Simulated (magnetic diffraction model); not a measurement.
**Cu3S2F2: what an assumed order does to the neutron pattern**

Space group P2_1/c (no. 14), a = 6.3820 Å, b = 6.8060 Å, c = 6.0900 Å, β = 115.55°.

| site | atom | x | y | z |
| --- | --- | --- | --- | --- |
| 4e | Cu | 0.5394 | 0.8845 | 0.2482 |
| 2a | Cu | 0 | 0 | 0 |
| 4e | S | 0.6776 | 0.6200 | 0.4732 |
| 4e | F | 0.7735 | 0.3864 | 0.1198 |

This is a made-up structure (elements placed in a structure type, unrelaxed), so the numbers test the method and describe no known phase.

Only Cu is taken to order (form factors of Cu2+); orders and moment sizes are assumed, and not adapted to the symmetry. Radiation: neutrons of λ = 2.41 Å, 3° to 55°; isotropic B of 0.68 Å² (Cu), 0.56 Å² (S) and 0.69 Å² (F). Simulated constant-wavelength pattern: nuclear and magnetic terms add, the magnetic one as |2.695 fm × Σ f S⊥ exp(2πi Q·r) exp(−B s²)|², summed over all Q at one angle with the factor 1/(sin²θ cos θ). For collinear order S is the moment m, which repeats by lattice and centring translations R with the sign exp(−2πi k·R). Free-ion form factors, Sears's scattering lengths of 1992, no absorption; a label names one of the reflections at its angle. The strongest nuclear line in the range is 100, and lines under 0.2 are left out.

Assume the order k = (0 1/2 0), collinear moments along [101], 0.89 μB on Cu; signs + at (0.5394, 0.8845, 0.2482), − at (0.4606, 0.3845, 0.2518), + at (0.5394, 0.6155, 0.7482), + at (0.4606, 0.1155, 0.7518), + at (0, 0, 0), − at (0, 1/2, 1/2).

Predict the pattern, nuclear and magnetic parts apart.

```
2θ (°)       index  nuclear  magnetic
 10.16   (0 1/2 0)      0.0       0.5
 24.16     (1 0 0)     25.6       0.0
 26.27   (1 1/2 0)      0.0       1.9
 27.36   (0 1/2 1)      0.0       2.9
 28.39  (1 1/2 -1)      0.0       5.5
 30.80   (0 3/2 0)      0.0       4.5
 31.82     (1 1 0)      0.8       0.0
 32.74     (0 1 1)     14.2       0.0
 33.62    (1 1 -1)     29.6       0.0
 39.52   (1 3/2 0)      0.0       0.3
 40.29   (0 3/2 1)      0.0       0.8
 41.03  (1 3/2 -1)      0.0       1.8
 41.48     (0 2 0)     18.6       0.0
 45.88  (2 1/2 -1)      0.0       1.6
 46.69    (1 0 -2)     13.4       0.0
 47.60     (1 1 1)      0.4       0.0
 48.58     (1 2 0)      7.6       0.0
 49.23     (0 2 1)    100.0       0.0
 49.49     (2 0 0)      5.0       0.0
 49.53    (2 1 -1)     65.5       0.0
 52.03     (0 0 2)      0.2       0.0
 53.16   (0 1/2 2)      0.0       0.3
 54.06     (2 1 0)     17.9       0.0
 54.44    (2 0 -2)     18.2       0.0
```

The strongest magnetic line in the range is (1 1/2 -1) at 28.39° (5.5). On top of the Lorentz factor, which all lines share, magnetic lines fade with angle because f falls: for Cu2+ it is 0.93, 0.75, 0.55 and 0.23 at sin θ/λ = 0.1, 0.2, 0.3 and 0.5 Å⁻¹, while nuclear lengths stay constant. The order has no net moment.

[Logs are printed without paths, hosts, clocks, repeated set-up lines and the standing remarks that a program may print on its own settings, such as how far it seeks lower states.]
